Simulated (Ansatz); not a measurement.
# AlN (F-43m):W_Al, thermodynamic levels from a 54-atom cell

Aim: at which Fermi levels does W_Al in AlN (F-43m) change its charge? The model is a cell of 54 host atoms with 1 Al taken out and 1 W put in.

Method: place-levels on r2SCAN runs: charge-transition levels and formation energies with image-charge correction and potential alignment at the atomic sites; PAW set soft_1, in Ansatz 0.2.0.

**1. The starting structure**

The cell holds 54 atoms: 26 Al, 27 N and 1 W. Cell: a = 9.269 Å, b = 9.269 Å, c = 9.269 Å, α = 60.0°, β = 60.0°, γ = 60.0°. It derives from AlN (space group F-43m). Nearest the centre at fractional (0.333, 0.667, 0.667): W35 at 0.00 Å, N34 at 1.89 Å, N30 at 1.89 Å, N18 at 1.89 Å, N36 at 1.89 Å, Al23 at 3.09 Å, Al31 at 3.09 Å, Al5 at 3.09 Å.

Structure file:

```xyz
54
Lattice="0.0000 6.5542 6.5542 6.5542 0.0000 6.5542 6.5542 6.5542 0.0000" Properties=species:S:1:pos:R:3 pbc="T T T"
Al    0.0000    0.0000    0.0000
N     1.0924    1.0924    1.0924
Al    2.1847    2.1847    0.0000
N     3.2771    3.2771    1.0924
Al    4.3695    4.3695    0.0000
N     5.4618    5.4618    1.0924
Al    2.1847    0.0000    2.1847
N     3.2771    1.0924    3.2771
Al    4.3695    2.1847    2.1847
N     5.4618    3.2771    3.2771
Al    6.5542    4.3695    2.1847
N     7.6466    5.4618    3.2771
Al    4.3695    0.0000    4.3695
N     5.4618    1.0924    5.4618
Al    6.5542    2.1847    4.3695
N     7.6466    3.2771    5.4618
Al    8.7389    4.3695    4.3695
N     9.8313    5.4618    5.4618
Al    0.0000    2.1847    2.1847
N     1.0924    3.2771    3.2771
Al    2.1847    4.3695    2.1847
N     3.2771    5.4618    3.2771
Al    4.3695    6.5542    2.1847
N     5.4618    7.6466    3.2771
Al    2.1847    2.1847    4.3695
N     3.2771    3.2771    5.4618
Al    4.3695    4.3695    4.3695
N     5.4618    5.4618    5.4618
Al    6.5542    6.5542    4.3695
N     7.6466    7.6466    5.4618
Al    4.3695    2.1847    6.5542
N     5.4618    3.2771    7.6466
Al    6.5542    4.3695    6.5542
N     7.6466    5.4618    7.6466
W     8.7389    6.5542    6.5542
N     9.8313    7.6466    7.6466
Al    0.0000    4.3695    4.3695
N     1.0924    5.4618    5.4618
Al    2.1847    6.5542    4.3695
N     3.2771    7.6466    5.4618
Al    4.3695    8.7389    4.3695
N     5.4618    9.8313    5.4618
Al    2.1847    4.3695    6.5542
N     3.2771    5.4618    7.6466
Al    4.3695    6.5542    6.5542
N     5.4618    7.6466    7.6466
Al    6.5542    8.7389    6.5542
N     7.6466    9.8313    7.6466
Al    4.3695    4.3695    8.7389
N     5.4618    5.4618    9.8313
Al    6.5542    6.5542    8.7389
N     7.6466    7.6466    9.8313
Al    8.7389    8.7389    8.7389
N     9.8313    9.8313    9.8313
```

The host's dielectric constants go in as inputs: 4.64 for the electrons alone, 8.51 with the ions, computed on the host (DFPT, PBEsol, on the r2SCAN cell), and a cell off the functional's own equilibrium shifts the ionic part.

The cell's shortest repeat is 9.3 Å.

**2. The runs of each charge state**

Levels follow from differences of total energies between charge states, each relaxed by itself.

Random displacements of about 0.05 Å break the site symmetry at the start, so that the relaxation can reach a distorted minimum if there is one. Forces are taken at one point at (¼, ¼, ¼). The cell holds 1 electron more than the neutral one, with a uniform background that keeps it neutral on the whole.

The sampling was tested on the host first: at the k-points planned (1x1x1 shifted 0.25 0.25 0.25) its energy lies 0.045 eV an atom from the dense-mesh value, so the final energies take a denser sampling.

One of the inputs; charge, spin and start change from state to state.

Input file qm1.relax/input.yaml:

```yaml
crystal:
  lattice:
    - [0.0, 6.55418986, 6.55418986]
    - [6.55418986, 0.0, 6.55418986]
    - [6.55418986, 6.55418986, 0.0]
  atoms:
    - { symbol: Al, position: [0.0, 0.0, 0.0] }
    - { symbol: "N", position: [0.08333333, 0.08333333, 0.08333333] }
    - { symbol: Al, position: [0.0, 0.0, 0.33333333] }
    - { symbol: "N", position: [0.08333333, 0.08333333, 0.41666667] }
    - { symbol: Al, position: [0.0, 0.0, 0.66666667] }
    - { symbol: "N", position: [0.08333333, 0.08333333, 0.75] }
    - { symbol: Al, position: [0.0, 0.33333333, 0.0] }
    - { symbol: "N", position: [0.08333333, 0.41666667, 0.08333333] }
    - { symbol: Al, position: [0.0, 0.33333333, 0.33333333] }
    - { symbol: "N", position: [0.08333333, 0.41666667, 0.41666667] }
    - { symbol: Al, position: [0.0, 0.33333333, 0.66666667] }
    - { symbol: "N", position: [0.08333333, 0.41666667, 0.75] }
    - { symbol: Al, position: [0.0, 0.66666667, 0.0] }
    - { symbol: "N", position: [0.08333333, 0.75, 0.08333333] }
    - { symbol: Al, position: [0.0, 0.66666667, 0.33333333] }
    - { symbol: "N", position: [0.08333333, 0.75, 0.41666667] }
    - { symbol: Al, position: [0.0, 0.66666667, 0.66666667] }
    - { symbol: "N", position: [0.08333333, 0.75, 0.75] }
    - { symbol: Al, position: [0.33333333, 0.0, 0.0] }
    - { symbol: "N", position: [0.41666667, 0.08333333, 0.08333333] }
    - { symbol: Al, position: [0.33333333, 0.0, 0.33333333] }
    - { symbol: "N", position: [0.41666667, 0.08333333, 0.41666667] }
    - { symbol: Al, position: [0.33333333, 0.0, 0.66666667] }
    - { symbol: "N", position: [0.41666667, 0.08333333, 0.75] }
    - { symbol: Al, position: [0.33333333, 0.33333333, 0.0] }
    - { symbol: "N", position: [0.41666667, 0.41666667, 0.08333333] }
    - { symbol: Al, position: [0.33333333, 0.33333333, 0.33333333] }
    - { symbol: "N", position: [0.41666667, 0.41666667, 0.41666667] }
    - { symbol: Al, position: [0.33333333, 0.33333333, 0.66666667] }
    - { symbol: "N", position: [0.41666667, 0.41666667, 0.75] }
    - { symbol: Al, position: [0.33333333, 0.66666667, 0.0] }
    - { symbol: "N", position: [0.41666667, 0.75, 0.08333333] }
    - { symbol: Al, position: [0.33333333, 0.66666667, 0.33333333] }
    - { symbol: "N", position: [0.41666667, 0.75, 0.41666667] }
    - { symbol: W, position: [0.33333333, 0.66666667, 0.66666667] }
    - { symbol: "N", position: [0.41666667, 0.75, 0.75] }
    - { symbol: Al, position: [0.66666667, 0.0, 0.0] }
    - { symbol: "N", position: [0.75, 0.08333333, 0.08333333] }
    - { symbol: Al, position: [0.66666667, 0.0, 0.33333333] }
    - { symbol: "N", position: [0.75, 0.08333333, 0.41666667] }
    - { symbol: Al, position: [0.66666667, 0.0, 0.66666667] }
    - { symbol: "N", position: [0.75, 0.08333333, 0.75] }
    - { symbol: Al, position: [0.66666667, 0.33333333, 0.0] }
    - { symbol: "N", position: [0.75, 0.41666667, 0.08333333] }
    - { symbol: Al, position: [0.66666667, 0.33333333, 0.33333333] }
    - { symbol: "N", position: [0.75, 0.41666667, 0.41666667] }
    - { symbol: Al, position: [0.66666667, 0.33333333, 0.66666667] }
    - { symbol: "N", position: [0.75, 0.41666667, 0.75] }
    - { symbol: Al, position: [0.66666667, 0.66666667, 0.0] }
    - { symbol: "N", position: [0.75, 0.75, 0.08333333] }
    - { symbol: Al, position: [0.66666667, 0.66666667, 0.33333333] }
    - { symbol: "N", position: [0.75, 0.75, 0.41666667] }
    - { symbol: Al, position: [0.66666667, 0.66666667, 0.66666667] }
    - { symbol: "N", position: [0.75, 0.75, 0.75] }
  host:
    repeats: [3, 3, 3]
    atoms:
      - { symbol: Al, position: [0.0, 0.0, 0.0] }
      - { symbol: "N", position: [0.25, 0.25, 0.25] }
total_charge: -1
basis:
  ecutwfc: 500
  xc_grid: 2
hamiltonian:
  xc: r2scan
  pseudopotentials: { kind: paw, azcp: { folder: soft_1 } }
kpoints:
  mp_grid: { grid: [1, 1, 1], shift: [0.25, 0.25, 0.25] }
scf:
  occupations: { method: fixed }
  max_iter: 100
output:
  forces: true
  charged_corrections:
    epsilon: 4.64
    static_epsilon: 8.51
    defect_position: [0.333333, 0.666667, 0.666667]
relax:
  f_tol: 0.02
  max_steps: 80
  random_displacement: { amplitude: 0.05, seed: 91 }
checkpoint:
  write: "../qm1.relax.run"
  compress: false
  write_wavefunctions: true
  write_every: 100000
```

Command:

```
$ ansatz run input.yaml --threads 4 --pin off --max-ram 7536MiB --backend cpu --events-out ev --progress --plain --runs-dir out
```

Defect states can disperse in a cell of this size, so the energy is taken again at a 2×2×2 shifted mesh, on the relaxed structure.

The run of this state that the levels use, under r2SCAN:

Input file qm1.point/input.yaml:

```yaml
crystal:
  checkpoint: "../qm1.relax.run"
  host: checkpoint
total_charge: -1
basis:
  ecutwfc: 500
  xc_grid: 2
hamiltonian:
  xc: r2scan
  pseudopotentials: { kind: paw, azcp: { folder: soft_1 } }
kpoints:
  mp_grid: { grid: [2, 2, 2], shift: [0.5, 0.5, 0.5] }
scf:
  occupations: { method: fermi_dirac, width: 0.01 }
  max_iter: 100
output:
  forces: true
  eigenvalues: true
  charged_corrections:
    epsilon: 4.64
    static_epsilon: 8.51
    defect_position: [0.333333, 0.666667, 0.666667]
  eigenstates: { localisation: true }
  populations: true
  band_densities: [{ bands: [v1, v1] }, { bands: [c1, c1] }]
  write_density: true
  write_potential: true
  volumetric_format: npy
checkpoint:
  read: "../qm1.relax.run"
  write: "../qm1.point.run"
  compress: false
  write_wavefunctions: false
  write_every: 100000
```

Relaxations under r2SCAN at one point at (¼, ¼, ¼); times on 4 threads of Arm Neoverse V1, shared host:

| charge | moment (μB) | occupations | outcome | steps | largest displacement against the far atoms (Å) | time |
| --- | --- | --- | --- | --- | --- | --- |
| −1 | 0 | fixed | converged | 11 | 0.38 | 94 s |
| −1 | 4 | fixed | converged | 8 | 0.22 | 2.9 min |
| −1 | 2 | fixed | converged | 9 | 0.30 | 3.1 min |
| 0 | 1 | fixed | converged | 9 | 0.23 | 2.8 min |
| 0 | 3 | fixed | converged | 8 | 0.27 | 2.5 min |
| +1 | 0 | fixed | converged | 19 | 0.30 | 4 min |
| +1 | 2 | fixed | converged | 7 | 0.09 | 2.3 min |
| +2 | 1 | fixed | converged | 20 | 0.09 | 8 min |

Single points under r2SCAN at a 2×2×2 shifted mesh; times on 4 threads of Arm Neoverse V1, shared host:

```
charge  moment (μB)  occupations    outcome     time
    −1            0  fermi-dirac  converged     47 s
    −1            4  fermi-dirac  converged  1.9 min
    −1            2  fermi-dirac  converged  1.8 min
     0            1  fermi-dirac  converged  1.8 min
     0            3  fermi-dirac  converged  1.9 min
    +1            0  fermi-dirac  converged     47 s
    +1            2  fermi-dirac  converged  1.8 min
    +2            1  fermi-dirac  converged    2 min
```

Distances (Å) from W35 to the nearest atoms after relaxation with r2SCAN:

```csv
charge,moment (μB),1.,2.,3.,4.,5.,6.
−1,0,N 1.84,N 2.04,N 2.04,N 2.33,Al 2.75,Al 2.82
−1,4,N 2.02,N 2.02,N 2.11,N 2.14,Al 2.93,Al 2.93
−1,2,N 1.98,N 1.98,N 2.06,N 2.26,Al 2.83,Al 2.83
0,1,N 1.97,N 1.97,N 1.97,N 2.19,Al 2.90,Al 2.90
0,3,N 1.97,N 1.97,N 1.97,N 2.22,Al 2.87,Al 2.87
+1,0,N 1.87,N 1.88,N 2.08,N 2.08,Al 2.97,Al 2.97
+1,2,N 1.98,N 1.98,N 1.98,N 1.99,Al 3.12,Al 3.12
+2,1,N 1.92,N 1.92,N 1.92,N 1.92,Al 3.13,Al 3.14
```

(Part 1 of 2 ends here.)

[Logs are printed without paths, hosts, clocks, repeated set-up lines and the standing remarks that a program may print on its own settings, such as how far it seeks lower states.]

[Hosts, paths, dates, database ids (printed as entryN), source tags and the programs' standing remarks are cut or masked in the printed files.]

[Where a table of states has a column of steps, it counts the stored structures, which are thinned; the runs took as many ionic steps or more.]

[A defect's name tells the site on which it was built; relaxed atoms can leave that site.]

[For some hosts the program warned that the k-mesh of the response run may be too coarse for force constants and the static dielectric constant; such warnings are not shown here.]
